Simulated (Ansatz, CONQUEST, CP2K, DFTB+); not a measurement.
# Running H-capped Sn nanowire along [110] (56 atoms) with DFTB+

How near does DFTB+ come to plane waves for H-capped Sn nanowire along [110] (56 atoms)?

Method: the method is named at each step, in DFTB+ 25.1.

## 1. The structure

The cell holds 56 atoms: 24 Sn and 32 H. Cell: a = 16.841 Å, b = 17.381 Å, c = 18.354 Å, α = 90.0°, β = 90.0°, γ = 90.0°. It derives from Sn (diamond-structure). Round section of size parameter 4.53 Å cut from diamond-structure Sn (a = 6.489 Å) along [110], 4 periods, broken bonds capped with H, 10 Å of vacuum. Then every atom was moved at random, 0.03 Å r.m.s. a Cartesian component (hydrogen 0.6 of that). Regions: wire, 24 atoms (24 Sn); hydrogen, 32 atoms (32 H). Vacuum lies along a and b. The structure's axis is c.

Coordinates:

```cif
data_structure
_symmetry_space_group_name_H-M 'P 1'
_symmetry_Int_Tables_number 1
_cell_length_a 16.8413
_cell_length_b 17.3808
_cell_length_c 18.3537
_cell_angle_alpha 90.000
_cell_angle_beta 90.000
_cell_angle_gamma 90.000
_cell_volume 5372.40
loop_
_atom_site_label
_atom_site_type_symbol
_atom_site_fract_x
_atom_site_fract_y
_atom_site_fract_z
_atom_site_occupancy
Sn1 Sn 0.35504 0.36943 0.12644 1
Sn2 Sn 0.44838 0.36960 0.00244 1
Sn3 Sn 0.35721 0.36591 0.37749 1
Sn4 Sn 0.45317 0.36668 0.25204 1
Sn5 Sn 0.35504 0.36472 0.62081 1
Sn6 Sn 0.45005 0.37054 0.49965 1
Sn7 Sn 0.35702 0.36762 0.87754 1
Sn8 Sn 0.45175 0.37036 0.75306 1
Sn9 Sn 0.35724 0.63425 0.12421 1
Sn10 Sn 0.45302 0.62923 0.00005 1
Sn11 Sn 0.35683 0.63066 0.37371 1
Sn12 Sn 0.45459 0.63289 0.25119 1
Sn13 Sn 0.35265 0.62888 0.62373 1
Sn14 Sn 0.45058 0.63051 0.50081 1
Sn15 Sn 0.35704 0.63374 0.87388 1
Sn16 Sn 0.45182 0.63388 0.74810 1
Sn17 Sn 0.54729 0.49934 0.00026 1
Sn18 Sn 0.64674 0.49918 0.12178 1
Sn19 Sn 0.55023 0.50165 0.24974 1
Sn20 Sn 0.64233 0.50172 0.37287 1
Sn21 Sn 0.54819 0.49649 0.50106 1
Sn22 Sn 0.64565 0.50033 0.62471 1
Sn23 Sn 0.54806 0.50535 0.74951 1
Sn24 Sn 0.64682 0.49939 0.87766 1
H25 H 0.29539 0.44820 0.12604 1
H26 H 0.29576 0.28845 0.12555 1
H27 H 0.51169 0.28793 0.00124 1
H28 H 0.29719 0.28827 0.37490 1
H29 H 0.29647 0.44927 0.37462 1
H30 H 0.50866 0.28623 0.25142 1
H31 H 0.29615 0.28824 0.62555 1
H32 H 0.29416 0.44937 0.62388 1
H33 H 0.51038 0.28742 0.49872 1
H34 H 0.29737 0.28639 0.87306 1
H35 H 0.29670 0.44659 0.87234 1
H36 H 0.51137 0.28707 0.74964 1
H37 H 0.29800 0.55046 0.12301 1
H38 H 0.29765 0.71401 0.12401 1
H39 H 0.50977 0.71148 0.00087 1
H40 H 0.29454 0.55024 0.37478 1
H41 H 0.29800 0.71113 0.37606 1
H42 H 0.50884 0.71224 0.24961 1
H43 H 0.29710 0.55258 0.62293 1
H44 H 0.29539 0.71383 0.62552 1
H45 H 0.51218 0.71496 0.49911 1
H46 H 0.29805 0.71275 0.87320 1
H47 H 0.29972 0.55024 0.87415 1
H48 H 0.51157 0.71170 0.75104 1
H49 H 0.70235 0.58043 0.12404 1
H50 H 0.70477 0.42069 0.12610 1
H51 H 0.70130 0.58160 0.37416 1
H52 H 0.70289 0.42027 0.37546 1
H53 H 0.70062 0.57931 0.62243 1
H54 H 0.70164 0.42123 0.62829 1
H55 H 0.70383 0.58098 0.87293 1
H56 H 0.70101 0.42136 0.87417 1
```

The yardstick, on the same geometry:

| Item | Value |
| --- | --- |
| method | Kohn-Sham DFT, PBE, PAW, plane waves (Ansatz 0.2.0); cutoff 420 eV, Γ point, fermi-dirac smearing of 0.05 eV; PAW set soft_2 |
| r.m.s. force component | 0.4556 eV/Å |
| longest force | 2.209 eV/Å |
| gap (highest filled to lowest empty level) | 1.716 eV |
| SCF cycles | 8 |
| time | 22 s on 4 threads of Intel Xeon 6975P-C (Granite Rapids), shared host |
| CPU time | 82 s |

## 2. IPEA1-xTB

Method: IPEA1-xTB tight binding, diagonalisation.

dftb_in.hsd reads:

```
Geometry = GenFormat {
  <<< geo.gen
}
Driver = {}
Hamiltonian = xTB {
  Method = "IPEA1-xTB"
  SccTolerance = 1e-06
  MaxSccIterations = 300
  Mixer = Broyden { MixingParameter = 0.05 }
  Filling = Fermi { Temperature [K] = 580 }
  KPointsAndWeights = { 0.0 0.0 0.0 1.0 }
}
Analysis {
  PrintForces = Yes
  MullikenAnalysis = Yes
}
ParserOptions { ParserVersion = 14 }
```

geo.gen reads:

```
56 F
Sn H
1 1 0.35504 0.36943 0.12644
2 1 0.44838 0.36960 0.00244
3 1 0.35721 0.36591 0.37749
4 1 0.45317 0.36668 0.25204
5 1 0.35504 0.36472 0.62081
6 1 0.45005 0.37054 0.49965
7 1 0.35702 0.36762 0.87754
8 1 0.45175 0.37036 0.75306
9 1 0.35724 0.63425 0.12421
10 1 0.45302 0.62923 0.00005
11 1 0.35683 0.63066 0.37371
12 1 0.45459 0.63289 0.25119
13 1 0.35265 0.62888 0.62373
14 1 0.45058 0.63051 0.50081
15 1 0.35704 0.63374 0.87388
16 1 0.45182 0.63388 0.74810
17 1 0.54729 0.49934 0.00026
18 1 0.64674 0.49918 0.12178
19 1 0.55023 0.50165 0.24974
20 1 0.64233 0.50172 0.37287
21 1 0.54819 0.49649 0.50106
22 1 0.64565 0.50033 0.62471
23 1 0.54806 0.50535 0.74951
24 1 0.64682 0.49939 0.87766
25 2 0.29539 0.44820 0.12604
26 2 0.29576 0.28845 0.12555
27 2 0.51169 0.28793 0.00124
28 2 0.29719 0.28827 0.37490
29 2 0.29647 0.44927 0.37462
30 2 0.50866 0.28623 0.25142
31 2 0.29615 0.28824 0.62555
32 2 0.29416 0.44937 0.62388
33 2 0.51038 0.28742 0.49872
34 2 0.29737 0.28639 0.87306
35 2 0.29670 0.44659 0.87234
36 2 0.51137 0.28707 0.74964
37 2 0.29800 0.55046 0.12301
38 2 0.29765 0.71401 0.12401
39 2 0.50977 0.71148 0.00087
40 2 0.29454 0.55024 0.37478
41 2 0.29800 0.71113 0.37606
42 2 0.50884 0.71224 0.24961
43 2 0.29710 0.55258 0.62293
44 2 0.29539 0.71383 0.62552
45 2 0.51218 0.71496 0.49911
46 2 0.29805 0.71275 0.87320
47 2 0.29972 0.55024 0.87415
48 2 0.51157 0.71170 0.75104
49 2 0.70235 0.58043 0.12404
50 2 0.70477 0.42069 0.12610
51 2 0.70130 0.58160 0.37416
52 2 0.70289 0.42027 0.37546
53 2 0.70062 0.57931 0.62243
54 2 0.70164 0.42123 0.62829
55 2 0.70383 0.58098 0.87293
56 2 0.70101 0.42136 0.87417
0.0 0.0 0.0
16.84129 0.00000 0.00000
0.00000 17.38083 0.00000
0.00000 0.00000 18.35366
```

On the command line:

```console
$ OMP_NUM_THREADS=1 dftb+ > output.txt
```

What it wrote:

```text
Reading input file 'dftb_in.hsd'
Parser version: 14
--------------------------------------------------------------------------------
Processed input in HSD format written to 'dftb_pin.hsd'
Starting initialization...
--------------------------------------------------------------------------------
WARNING!
-> Dipole printed for extended system : value printed is not well defined
Mode:                        Static calculation
Self consistent charges:     Yes
SCC-tolerance:                 0.100000E-05
Max. scc iterations:                    300
Shell resolved Hubbard:      Yes
Spin polarisation:           No
Nr. of up electrons:            64.000000
Nr. of down electrons:          64.000000
Periodic boundaries:         Yes
Electronic solver:           Relatively robust
Mixer:                       Broyden mixer
Mixing parameter:                  0.050000
Nr. of chrg. vec. in memory:            300
Max. SCC-cycles:                        300
tblite library version:      0.3.0
-> parametrization:          IPEA1-xTB
-> repulsion:                Yes
-> dispersion:               Yes
-> halogen bonding:          Yes
-> electrostatics:           Yes
   -> isotropic:             Yes
   -> anisotropic:           No
   -> third-order:           Yes
Electronic temperature:              0.183675E-02 H      0.499806E-01 eV
Initial charges:             Set automatically (system chrg:   0.000E+00)
Included shells:            Sn:  s, p, d
                             H:  s, s2
K-points and weights:           1:  0.000000  0.000000  0.000000     1.000000
K-points in absolute space:     1:  0.000000  0.000000  0.000000
Extra options:
                             Mulliken analysis
                             Force calculation
Force type                   original
--------------------------------------------------------------------------------
***  Geometry step: 0
 iSCC Total electronic   Diff electronic      SCC error
    1   -0.78183204E+02    0.00000000E+00    0.30680729E+00
    2   -0.78184372E+02   -0.78183204E+02    0.29146342E+00
    3   -0.78176421E+02   -0.11675505E-02    0.11696265E+00
    4   -0.78187071E+02    0.79506922E-02    0.23374615E-01
    5   -0.78187298E+02   -0.10650220E-01    0.18514981E-01
    6   -0.78187745E+02   -0.22683860E-03    0.70424412E-02
    7   -0.78187768E+02   -0.44716399E-03    0.51825953E-02
    8   -0.78187780E+02   -0.22207019E-04    0.24621344E-02
    9   -0.78187782E+02   -0.12653476E-04    0.13287236E-02
   10   -0.78187782E+02   -0.16616734E-05    0.15249329E-02
   11   -0.78187784E+02   -0.20629309E-06    0.16435554E-03
   12   -0.78187784E+02   -0.17325019E-05    0.76829323E-04
   13   -0.78187784E+02   -0.46302546E-07    0.60461272E-04
   14   -0.78187784E+02   -0.91504972E-08    0.18485670E-04
   15   -0.78187784E+02   -0.29253755E-08    0.10796385E-04
   16   -0.78187784E+02   -0.11047518E-09    0.12304099E-04
   17   -0.78187784E+02    0.43954174E-10    0.29446398E-05
   18   -0.78187784E+02   -0.58548721E-10    0.16736000E-05
   19   -0.78187784E+02   -0.73896445E-11    0.15338590E-05
>> Charges saved for restart in charges.bin
   20   -0.78187784E+02   -0.27000624E-12    0.32092377E-06
Total Energy:                      -77.9289446407 H        -2120.5545 eV
Extrapolated to 0K:                -77.9289446800 H        -2120.5545 eV
Total Mermin free energy:          -77.9289447192 H        -2120.5545 eV
Force related energy:              -77.9289447192 H        -2120.5545 eV
Volume:                              0.362548E+05 au^3   0.537240E+04 A^3
Pressure:                           -0.110298E-04 au    -0.324509E+09 Pa
```

detailed.out:

```text
Fermi distribution function
Calculation with static geometry
********************************************************************************
 iSCC Total electronic   Diff electronic      SCC error
   20   -0.78187784E+02   -0.27000624E-12    0.32092377E-06
********************************************************************************
 Total charge:    -0.00000000
 Atomic gross charges (e)
 Atom           Charge
    1      -0.03286859
    2       0.00318279
    3      -0.03261704
    4      -0.01027913
    5      -0.03773611
    6       0.00160259
    7      -0.03594654
    8      -0.01865026
    9      -0.03815145
   10      -0.00779859
   11      -0.03595754
   12      -0.01026592
[...]
52       0.00681101
   53       0.02142259
   54       0.01939321
   55       0.01495916
   56       0.02448555
Fermi level:                        -0.3268449329 H           -8.8939 eV
Band energy:                       -80.2902324580 H        -2184.8084 eV
TS:                                  0.0000000785 H            0.0000 eV
Band free energy (E-TS):           -80.2902325365 H        -2184.8084 eV
Extrapolated E(0K):                -80.2902324973 H        -2184.8084 eV
Input / Output electrons (q):    128.0000000001    128.0000000001
Energy H0:                         -78.2002598974 H        -2127.9373 eV
Energy SCC:                          0.0124760824 H            0.3395 eV
Total Electronic energy:           -78.1877838151 H        -2127.5978 eV
Repulsive energy:                    0.3384967701 H            9.2110 eV
Halogen correction energy:           0.0000000000 H            0.0000 eV
Total energy:                      -77.9289446407 H        -2120.5545 eV
Extrapolated to 0:                 -77.9289446800 H        -2120.5545 eV
Total Mermin free energy:          -77.9289447192 H        -2120.5545 eV
Force related energy:              -77.9289447192 H        -2120.5545 eV
Non-constrained calculation
SCC converged
Total Forces
    1     -0.004428737593     -0.013251419034      0.010453120371
    2      0.012012228890     -0.014714524368      0.000209723853
    3     -0.013879396593      0.009107850464     -0.014756918445
    4     -0.008592664556      0.008768603866     -0.002039759583
    5     -0.002100893359      0.018584252329      0.028725672173
    6      0.009687172607     -0.024172097811      0.000725139963
    7     -0.012562597134     -0.011364175725     -0.007941223919
    8     -0.000712276585     -0.008216012769     -0.018992334998
    9     -0.004443920896     -0.004486359161      0.006784956590
   10     -0.009181698667      0.016335819862     -0.003706689469
   11     -0.008725569583      0.003308279089      0.006454153248
[...]
52     -0.008286989942      0.022159789305     -0.001532370116
   53      0.004037255282     -0.006070330432     -0.000796357140
   54      0.002225326173      0.008987229017     -0.000436517493
   55     -0.004034616030     -0.018667200495      0.003075714001
   56      0.008109871801      0.000689010460     -0.000108774171
Total stress tensor
     -0.000019684825      0.000001408103     -0.000001689213
      0.000001408103     -0.000032297902      0.000000322207
     -0.000001689213      0.000000322207      0.000018893246
Total lattice derivs
      0.022424482371     -0.001604077378      0.001924311156
     -0.001554283214      0.035650861123     -0.000355655977
      0.001765744938     -0.000336804543     -0.019749227629
Maximal derivative component:        0.402745E-01 au
Volume:                              0.362548E+05 au^3
Pressure:                           -0.110298E-04 au    -0.324509E+09 Pa
Warning: dipole moment is not defined absolutely!
Dipole moment:   -0.00929863   -0.04492691   -0.60106220 au
Dipole moment:   -0.02363477   -0.11419283   -1.52774785 Debye
```

The job ended after 1.6 s (1 thread of Intel Xeon 6975P-C (Granite Rapids), shared host; peak memory 0.24 GiB).

Banners, paths, timers and routine set-up lines are dropped from the logs unmarked, and long logs keep their key lines alone; longer cuts are marked.

Compared with the plane-wave run:

```
r.m.s. force component                           : 0.6596 eV/Å
r.m.s. difference of force components            : 563.3 meV/Å
longest difference of force vectors              : 1618 meV/Å
force difference over r.m.s. force               : 123.6 %
slope of forces against the reference's          : 0.7836
correlation of force components                  : 0.5413
gap (highest filled to lowest empty level) : 1.416 eV
gap difference                                   : -0.2998 eV
```

Length of the force difference by element (eV/Å):

```
element  atoms  mean  most
      H     32   1.2   1.6
     Sn     24  0.48  0.66
```

Levels nearest the highest filled one (eV from it): -2.42, -2.20, -2.14, -2.02, -2.00, -1.97, -1.92, -1.81, -1.70, -1.37, -0.56, 0.00, 1.42, 1.88, 2.08, 2.20, 2.25, 2.49, 2.57, 2.62, 2.64, 2.65, 2.85, 2.88.

Local excerpt of 11 atoms (numbers count through the whole input) about H36, picked at random; x, y, z are measured from there.

```
atom      x      y      z  distance (Å)  Mulliken charge (e)     Fx     Fy  Fz (eV/Å)
 H36   0.00   0.00   0.00          0.00                 0.01  -0.72   1.07       0.09
 Sn8  -1.00   1.45   0.06          1.76                -0.02  -0.04  -0.42      -0.98
 Sn7  -2.60   1.40   2.35          3.77                -0.04  -0.65  -0.58      -0.41
 Sn5  -2.63   1.35  -2.36          3.79                -0.04  -0.11   0.96       1.48
Sn23   0.62   3.79   0.00          3.84                -0.02   1.02  -0.74       0.43
 H34  -3.60  -0.01   2.27          4.26                 0.00   0.44   1.00       0.08
 H31  -3.62   0.02  -2.28          4.28                 0.01  -0.12   0.26      -0.10
 H54   3.20   2.33  -2.23          4.55                 0.02   0.11   0.46      -0.02
 H56   3.19   2.33   2.29          4.57                 0.02   0.42   0.04      -0.01
 H33  -0.02   0.01  -4.61          4.61                 0.01  -0.83   1.07       0.04
 H27   0.01   0.01   4.62          4.62                 0.01  -0.94   1.13       0.02
```

Forces lie 124 % from the reference's, at 0.019 times its CPU time (on 1 against 4 cores).

The difference per atom is largest on H (1.2 eV/Å on average, against 0.48 on Sn).

## 3. Outcome

```yaml
force_difference_from_the_reference: DFTB+ IPEA1-xTB, 124 %
its_cpu_time: 1.6 s
```

Tight binding differs by 124 % (DFTB+ IPEA1-xTB); it is another model, with fitted parameters of its own, and the xTB methods hold dispersion. IPEA1-xTB was fitted to ionisation energies and electron affinities, not to forces or charges. One electronic-structure run takes under half the reference's CPU time: DFTB+ IPEA1-xTB, at 124 % in 1.6 s against 82 s, too far off to be of use. Periodic xTB results under one method name differ between programs and library versions (DFTB+ here holds tblite 0.3). The electronic-structure runs sample only Γ, in a cell whose periodic width is 18 Å.

[Also dropped from logs without a mark: logging warnings of Python, and SIESTA's first energy breakdown and zero terms.]

[Logs are printed without paths, hosts, clocks, repeated set-up lines and the standing remarks that a program may print on its own settings, such as how far it seeks lower states.]

[Hosts, paths, dates, database ids (printed as entryN), source tags and the programs' standing remarks are cut or masked in the printed files.]
